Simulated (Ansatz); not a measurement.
## Converging the field response of a RbBr (001) film

Which settings does the induced dipole of a RbBr (001) film need, and which can be cut?

Calculated with Ansatz 0.2.0; plane-wave DFT, PBE, Ansatz PAW, in the first sound run; inputs show where later runs differ.

This is a report of a sequence of runs, with the program logs left out and the cost of each run kept.

## Step 1: The structure

The cell holds 10 atoms: 5 Rb and 5 Br. Cell: a = 4.872 Å, b = 4.872 Å, c = 31.780 Å, α = 90.0°, β = 90.0°, γ = 90.0°. It derives from RbBr (rocksalt RbBr). Vacuum lies along c.

## Step 2: Single point, setting first choice

The first choice: the default cutoff of 420 eV, a 6×6×1 mesh, 18 Å of vacuum, 0.1 V/Å and a tight threshold. Each later run changes one input against this one; other functionals and files bring their own cutoffs.

Input file input.yaml:

```yaml
crystal:
  lattice:
    - [4.87196572, 0.0, 0.0]
    - [0.0, 4.87196572, 0.0]
    - [0.0, 0.0, 31.78]
  atoms:
    - { symbol: Rb, position: [0.5, 0.5, 0.2831969792] }
    - { symbol: Br, position: [0.0, 0.0, 0.2831969792] }
    - { symbol: Rb, position: [0.0, 0.0, 0.3915984896] }
    - { symbol: Br, position: [0.5, 0.5, 0.3915984896] }
    - { symbol: Rb, position: [0.5, 0.5, 0.5] }
    - { symbol: Br, position: [0.0, 0.0, 0.5] }
    - { symbol: Rb, position: [0.0, 0.0, 0.6084015104] }
    - { symbol: Br, position: [0.5, 0.5, 0.6084015104] }
    - { symbol: Rb, position: [0.5, 0.5, 0.7168030208] }
    - { symbol: Br, position: [0.0, 0.0, 0.7168030208] }
kpoints:
  mp_grid: { grid: [6, 6, 1] }
hamiltonian:
  xc: pbe
scf:
  occupations: { method: fixed }
  convergence: { dr2_threshold: 1.0e-10 }
efield:
  axis: 3
  dipole_correction: true
  ramp_position: 0.97
  ramp_width: 0.06
  amplitude: 0.1
output:
  write_potential: true
  write_density: true
  volumetric_format: npy
```

Command:

```bash
$ ansatz run input.yaml --threads 4 --pin off --max-ram 6144MiB --backend cpu --events-out ev --progress --plain --runs-dir out
```

Wall time 8.4 s (4 threads of Intel Xeon Platinum 8488C (Sapphire Rapids), shared host); peak memory 1.3 GiB.

Read from the output:

```yaml
gap_on_the_k_mesh: 3.825 eV
dipole_along_the_normal: 0.1390 e·Å
equivalent_conductor_thickness_p_eps_0ae: 10.59 Å
```

Running mean over 3.445 Å of the planar mean, with the applied field; the ramp of the sawtooth is left out. The electron's electrostatic potential energy less the highest filled level by z:

```tsv
z (Å)	electron's electrostatic potential energy less the highest filled level (eV)
4	4.83
5	4.93
6	4.94
7	3.45
8	-0.164
9	-0.518
10	-0.462
11	-0.409
12	-0.366
13	-0.332
14	-0.296
15	-0.259
16	-0.220
17	-0.179
18	-0.137
19	-0.0933
20	-0.0492
21	-0.0167
22	0.00453
23	0.0434
24	0.915
25	4.97
26	5.93
27	6.07
28	6.17
```

The dipole corresponds to a conductor 10.593 Å thick.

## Step 3: Single point, box 31.8 Å

input.yaml, as its differences from that of step 2:

```diff
@@ -29,2 +29,4 @@
   amplitude: 0.1
+basis:
+  ecutwfc: "250 eV"
 output:
```

It took 3.9 s on 4 threads; peak memory 0.81 GiB; 15 s of CPU time.

The dipole corresponds to a conductor 10.576 Å thick, -0.17 % from the first choice, at 0.46 times its CPU time.

## Step 4: Run, box 31.8 Å

input.yaml, as its differences from that of step 3:

```diff
@@ -30,3 +30,3 @@
 basis:
-  ecutwfc: "250 eV"
+  ecutwfc: "330 eV"
 output:
```

The job ended after 5.7 s (4 threads; peak memory 1 GiB; 22 s of CPU time).

The dipole corresponds to a conductor 10.593 Å thick, -0.00 % from the first choice, at 0.68 times its CPU time.

## Step 5: Single point, box 31.8 Å (run 2)

input.yaml, as its differences from that of step 4:

```diff
@@ -30,3 +30,3 @@
 basis:
-  ecutwfc: "330 eV"
+  ecutwfc: "600 eV"
 output:
```

Wall time 14 s (4 threads); peak memory 2 GiB.

The dipole corresponds to a conductor 10.594 Å thick, +0.00 % from the first choice, at 1.7 times its CPU time.

## Step 6: Single point, box 31.8 Å (run 3)

input.yaml, as its differences from that of step 5:

```diff
@@ -17,3 +17,3 @@
 kpoints:
-  mp_grid: { grid: [6, 6, 1] }
+  mp_grid: { grid: [1, 1, 1] }
 hamiltonian:
@@ -29,4 +29,2 @@
   amplitude: 0.1
-basis:
-  ecutwfc: "600 eV"
 output:
```

Wall time 1.1 s (4 threads); peak memory 0.62 GiB.

The dipole corresponds to a conductor 11.385 Å thick, +7.47 % from the first choice, at 0.11 times its CPU time.

## Step 7: Run, box 31.8 Å (run 2)

input.yaml, as its differences from that of step 6:

```diff
@@ -17,3 +17,3 @@
 kpoints:
-  mp_grid: { grid: [1, 1, 1] }
+  mp_grid: { grid: [2, 2, 1] }
 hamiltonian:
```

It took 2 s on 4 threads; peak memory 1 GiB; 7 s of CPU time.

The dipole corresponds to a conductor 10.625 Å thick, +0.30 % from the first choice, at 0.22 times its CPU time.

## Step 8: Single point, box 31.8 Å (run 4)

input.yaml, as its differences from that of step 7:

```diff
@@ -17,3 +17,3 @@
 kpoints:
-  mp_grid: { grid: [2, 2, 1] }
+  mp_grid: { grid: [3, 3, 1] }
 hamiltonian:
```

The job ended after 3 s (4 threads; peak memory 0.95 GiB; 11 s of CPU time).

The dipole corresponds to a conductor 10.595 Å thick, +0.02 % from the first choice, at 0.34 times its CPU time.

## Step 9: Run, box 31.8 Å (run 3)

input.yaml, as its differences from that of step 8:

```diff
@@ -17,3 +17,3 @@
 kpoints:
-  mp_grid: { grid: [3, 3, 1] }
+  mp_grid: { grid: [12, 12, 1] }
 hamiltonian:
```

Run time: 25 s. Hardware: 4 threads; peak memory 2 GiB.

The dipole corresponds to a conductor 10.593 Å thick, -0.00 % from the first choice, at 3.0 times its CPU time.

## Step 10: Run, box 23.8 Å

The cell differs from the one that the last finished run ended in (c 31.780 → 23.780 Å).

input.yaml, the sections that differ from step 9:

```yaml
crystal:
  lattice:
    - [4.87196572, 0.0, 0.0]
    - [0.0, 4.87196572, 0.0]
    - [0.0, 0.0, 23.78]
  atoms:
    - { symbol: Rb, position: [0.5, 0.5, 0.2102607233] }
    - { symbol: Br, position: [0.0, 0.0, 0.2102607233] }
    - { symbol: Rb, position: [0.0, 0.0, 0.3551303616] }
    - { symbol: Br, position: [0.5, 0.5, 0.3551303616] }
    - { symbol: Rb, position: [0.5, 0.5, 0.5] }
    - { symbol: Br, position: [0.0, 0.0, 0.5] }
    - { symbol: Rb, position: [0.0, 0.0, 0.6448696384] }
    - { symbol: Br, position: [0.5, 0.5, 0.6448696384] }
    - { symbol: Rb, position: [0.5, 0.5, 0.7897392767] }
    - { symbol: Br, position: [0.0, 0.0, 0.7897392767] }
kpoints:
  mp_grid: { grid: [6, 6, 1] }
# hamiltonian, scf, efield, output: as in step 9
```

The job ended after 6.1 s (4 threads; peak memory 1.1 GiB).

The dipole corresponds to a conductor 10.582 Å thick, -0.11 % from the first choice, at 0.72 times its CPU time.

## Step 11: Run, box 27.8 Å

The cell differs from the one that the last finished run ended in (c 23.780 → 27.780 Å).

input.yaml, the sections that differ from step 10:

```yaml
crystal:
  lattice:
    - [4.87196572, 0.0, 0.0]
    - [0.0, 4.87196572, 0.0]
    - [0.0, 0.0, 27.78]
  atoms:
    - { symbol: Rb, position: [0.5, 0.5, 0.2519798416] }
    - { symbol: Br, position: [0.0, 0.0, 0.2519798416] }
    - { symbol: Rb, position: [0.0, 0.0, 0.3759899208] }
    - { symbol: Br, position: [0.5, 0.5, 0.3759899208] }
    - { symbol: Rb, position: [0.5, 0.5, 0.5] }
    - { symbol: Br, position: [0.0, 0.0, 0.5] }
    - { symbol: Rb, position: [0.0, 0.0, 0.6240100792] }
    - { symbol: Br, position: [0.5, 0.5, 0.6240100792] }
    - { symbol: Rb, position: [0.5, 0.5, 0.7480201584] }
    - { symbol: Br, position: [0.0, 0.0, 0.7480201584] }
# kpoints, hamiltonian, scf, efield, output: as in step 10
```

Wall time 7.2 s (4 threads); peak memory 1.2 GiB.

The dipole corresponds to a conductor 10.593 Å thick, -0.00 % from the first choice, at 0.86 times its CPU time.

## Step 12: Single point, box 39.8 Å

The cell differs from the one that the last finished run ended in (c 27.780 → 39.780 Å).

input.yaml, the sections that differ from step 11:

```yaml
crystal:
  lattice:
    - [4.87196572, 0.0, 0.0]
    - [0.0, 4.87196572, 0.0]
    - [0.0, 0.0, 39.78]
  atoms:
    - { symbol: Rb, position: [0.5, 0.5, 0.3267973856] }
    - { symbol: Br, position: [0.0, 0.0, 0.3267973856] }
    - { symbol: Rb, position: [0.0, 0.0, 0.4133986928] }
    - { symbol: Br, position: [0.5, 0.5, 0.4133986928] }
    - { symbol: Rb, position: [0.5, 0.5, 0.5] }
    - { symbol: Br, position: [0.0, 0.0, 0.5] }
    - { symbol: Rb, position: [0.0, 0.0, 0.5866013072] }
    - { symbol: Br, position: [0.5, 0.5, 0.5866013072] }
    - { symbol: Rb, position: [0.5, 0.5, 0.6732026144] }
    - { symbol: Br, position: [0.0, 0.0, 0.6732026144] }
# kpoints, hamiltonian, scf, efield, output: as in step 11
```

The job ended after 11 s (4 threads; peak memory 1.6 GiB; 42 s of CPU time).

The dipole corresponds to a conductor 10.593 Å thick, +0.00 % from the first choice, at 1.3 times its CPU time.

## Step 13: Run, box 31.8 Å (run 4)

input.yaml, the sections that differ from step 12:

```yaml
crystal:
  lattice:
    - [4.87196572, 0.0, 0.0]
    - [0.0, 4.87196572, 0.0]
    - [0.0, 0.0, 31.78]
  atoms:
    - { symbol: Rb, position: [0.5, 0.5, 0.2831969792] }
    - { symbol: Br, position: [0.0, 0.0, 0.2831969792] }
    - { symbol: Rb, position: [0.0, 0.0, 0.3915984896] }
    - { symbol: Br, position: [0.5, 0.5, 0.3915984896] }
    - { symbol: Rb, position: [0.5, 0.5, 0.5] }
    - { symbol: Br, position: [0.0, 0.0, 0.5] }
    - { symbol: Rb, position: [0.0, 0.0, 0.6084015104] }
    - { symbol: Br, position: [0.5, 0.5, 0.6084015104] }
    - { symbol: Rb, position: [0.5, 0.5, 0.7168030208] }
    - { symbol: Br, position: [0.0, 0.0, 0.7168030208] }
efield:
  axis: 3
  dipole_correction: true
  ramp_position: 0.97
  ramp_width: 0.06
  amplitude: 0.005
# kpoints, hamiltonian, scf, output: as in step 12
```

Wall time 8.3 s (4 threads); peak memory 1.3 GiB; 32 s of CPU time.

The dipole corresponds to a conductor 10.593 Å thick, -0.01 % from the first choice, at 0.99 times its CPU time.

## Step 14: Run, box 31.8 Å (run 5)

input.yaml, as its differences from that of step 13:

```diff
@@ -28,3 +28,3 @@
   ramp_width: 0.06
-  amplitude: 0.005
+  amplitude: 0.03
 output:
```

Run time: 8.3 s. Hardware: 4 threads; peak memory 1.3 GiB.

The dipole corresponds to a conductor 10.592 Å thick, -0.01 % from the first choice, at 1.00 times its CPU time.

## Step 15: Run, box 31.8 Å (run 6)

input.yaml, as its differences from that of step 14:

```diff
@@ -28,3 +28,3 @@
   ramp_width: 0.06
-  amplitude: 0.03
+  amplitude: 0.3
 output:
```

The job ended after 8.9 s (4 threads; peak memory 1.3 GiB; 34 s of CPU time).

The dipole corresponds to a conductor 10.603 Å thick, +0.09 % from the first choice, at 1.1 times its CPU time.

## Step 16: Run, box 31.8 Å (run 7)

input.yaml, as its differences from that of step 15:

```diff
@@ -22,3 +22,3 @@
   occupations: { method: fixed }
-  convergence: { dr2_threshold: 1.0e-10 }
+  convergence: { dr2_threshold: 0.0001 }
 efield:
@@ -28,3 +28,3 @@
   ramp_width: 0.06
-  amplitude: 0.3
+  amplitude: 0.1
 output:
```

The job ended after 7.6 s (4 threads; peak memory 1.3 GiB).

The dipole corresponds to a conductor 10.593 Å thick, -0.01 % from the first choice, at 0.91 times its CPU time.

## Step 17: Single point, box 31.8 Å (run 5)

input.yaml, as its differences from that of step 16:

```diff
@@ -22,3 +22,3 @@
   occupations: { method: fixed }
-  convergence: { dr2_threshold: 0.0001 }
+  convergence: { dr2_threshold: 1.0e-06 }
 efield:
```

It took 7.5 s on 4 threads; peak memory 1.3 GiB; 29 s of CPU time.

The dipole corresponds to a conductor 10.593 Å thick, +0.00 % from the first choice, at 0.89 times its CPU time.

## Step 18: Run, box 31.8 Å (run 8)

input.yaml, as its differences from that of step 17:

```diff
@@ -22,3 +22,3 @@
   occupations: { method: fixed }
-  convergence: { dr2_threshold: 1.0e-06 }
+  convergence: { dr2_threshold: 1.0e-08 }
 efield:
```

It took 7.8 s on 4 threads; peak memory 1.3 GiB; 30 s of CPU time.

The dipole corresponds to a conductor 10.593 Å thick, -0.00 % from the first choice, at 0.93 times its CPU time.

## Step 19: Single point, box 31.8 Å (run 6)

This step: plane-wave DFT, LDA, Ansatz PAW (Ansatz 0.2.0).

input.yaml, as its differences from that of step 18:

```diff
@@ -19,6 +19,6 @@
 hamiltonian:
-  xc: pbe
+  xc: lda
 scf:
   occupations: { method: fixed }
-  convergence: { dr2_threshold: 1.0e-08 }
+  convergence: { dr2_threshold: 1.0e-10 }
 efield:
```

Elapsed: 8.4 s, on 4 threads; peak memory 1.3 GiB.

The dipole corresponds to a conductor 10.739 Å thick, +1.38 % from the first choice, at 1.00 times its CPU time.

## Step 20: Run, box 31.8 Å (run 9)

This step: plane-wave DFT, r2SCAN, Ansatz PAW (Ansatz 0.2.0).

input.yaml, as its differences from that of step 19:

```diff
@@ -19,3 +19,3 @@
 hamiltonian:
-  xc: lda
+  xc: r2scan
 scf:
```

It took 17 s on 4 threads; peak memory 2.5 GiB.

The dipole corresponds to a conductor 10.287 Å thick, -2.89 % from the first choice, at 2.1 times its CPU time.

## Step 21: Single point, box 31.8 Å (run 7)

This step: plane-wave DFT, PBE, norm-conserving (Ansatz 0.2.0).

input.yaml, as its differences from that of step 20:

```diff
@@ -19,3 +19,4 @@
 hamiltonian:
-  xc: r2scan
+  xc: pbe
+  pseudopotentials: { kind: nc }
 scf:
```

Wall time 16 s (4 threads); peak memory 2 GiB; 64 s of CPU time.

The dipole corresponds to a conductor 10.595 Å thick, +0.02 % from the first choice, at 2.0 times its CPU time.

## Step 22: Run, box 31.8 Å (run 10)

This step: plane-wave DFT, PBE, JTH PAW (Ansatz 0.2.0).

input.yaml, as its differences from that of step 21:

```diff
@@ -20,3 +20,3 @@
   xc: pbe
-  pseudopotentials: { kind: nc }
+  pseudopotentials: { kind: paw, source: jth }
 scf:
```

It took 17 s on 4 threads; peak memory 2.5 GiB; 66 s of CPU time.

The dipole corresponds to a conductor 10.583 Å thick, -0.10 % from the first choice, at 2.1 times its CPU time.

## Step 23: Side by side

Times are for 4 threads of Intel Xeon Platinum 8488C (Sapphire Rapids), shared host. The runs compared:

```tsv
no.	setting	equivalent conductor thickness p/(ε₀AE) (Å)	time	memory (GiB)
1	first choice	10.59	8.4 s	1.3
2	cutoff 250 eV	10.58	3.9 s	0.81
3	cutoff 330 eV	10.59	5.7 s	1.0
4	cutoff 600 eV	10.59	14 s	2.0
5	mesh 1x1	11.38	1.1 s	0.62
6	mesh 2x2	10.62	2 s	1.0
7	mesh 3x3	10.60	3 s	0.95
8	mesh 12x12	10.59	25 s	2.0
9	vacuum 10 Å	10.58	6.1 s	1.1
10	vacuum 14 Å	10.59	7.2 s	1.2
11	vacuum 26 Å	10.59	11 s	1.6
12	field 0.005 V/Å	10.59	8.3 s	1.3
13	field 0.03 V/Å	10.59	8.3 s	1.3
14	field 0.3 V/Å	10.60	8.9 s	1.3
15	SCF threshold 1e-04 eV	10.59	7.6 s	1.3
16	SCF threshold 1e-06 eV	10.59	7.5 s	1.3
17	SCF threshold 1e-08 eV	10.59	7.8 s	1.3
18	LDA, Ansatz PAW (420 eV)	10.74	8.4 s	1.3
19	r2SCAN, Ansatz PAW (500 eV)	10.29	17 s	2.5
20	PBE, norm-conserving (630 eV)	10.60	16 s	2.0
21	PBE, JTH PAW (660 eV)	10.58	17 s	2.5
```

## Step 24: Outcome

| Item | Value |
| --- | --- |
| equivalent conductor thickness, first choice | 10.59 Å |
| equivalent conductor thickness, cutoff 600 eV | 10.59 Å |
| equivalent conductor thickness, mesh 1x1 | 11.38 Å |
| equivalent conductor thickness, vacuum 26 Å | 10.59 Å |
| equivalent conductor thickness, LDA, Ansatz PAW (420 eV) | 10.74 Å |
| equivalent conductor thickness, r2SCAN, Ansatz PAW (500 eV) | 10.29 Å |

In words: The first choice gives 10.59 Å. Numerical settings off by more than 1 % against it: mesh 1x1 (+7.5 %). The cheapest single change that stays within 0.5 % is mesh 2x2, at 22 % of the CPU time. Functionals and files move it by +1.4 % (LDA, Ansatz PAW (420 eV)), -2.9 % (r2SCAN, Ansatz PAW (500 eV)), under 0.1 % (PBE, norm-conserving (630 eV)) and -0.1 % (PBE, JTH PAW (660 eV)). The film is symmetric and its atoms are held, so the dipole is the electronic response to the field alone. Times of a few seconds on a shared host rank the settings only roughly. In 1 run of the series (vacuum 10 Å) the program warns that electrons reach the sawtooth's ramp, which makes dipole and work function less sure.

[Long decimals in the printed logs are rounded to 6 places.]

[Logs are printed without paths, hosts, clocks, repeated set-up lines and the standing remarks that a program may print on its own settings, such as how far it seeks lower states.]

[Hosts, paths, dates, database ids (printed as entryN), source tags and the programs' standing remarks are cut or masked in the printed files.]

[Maps of the electrostatic potential energy from Ansatz leave out the sawtooth potential of an applied field or a dipole correction, so their vacuum need not be flat; planar profiles and work functions include it.]
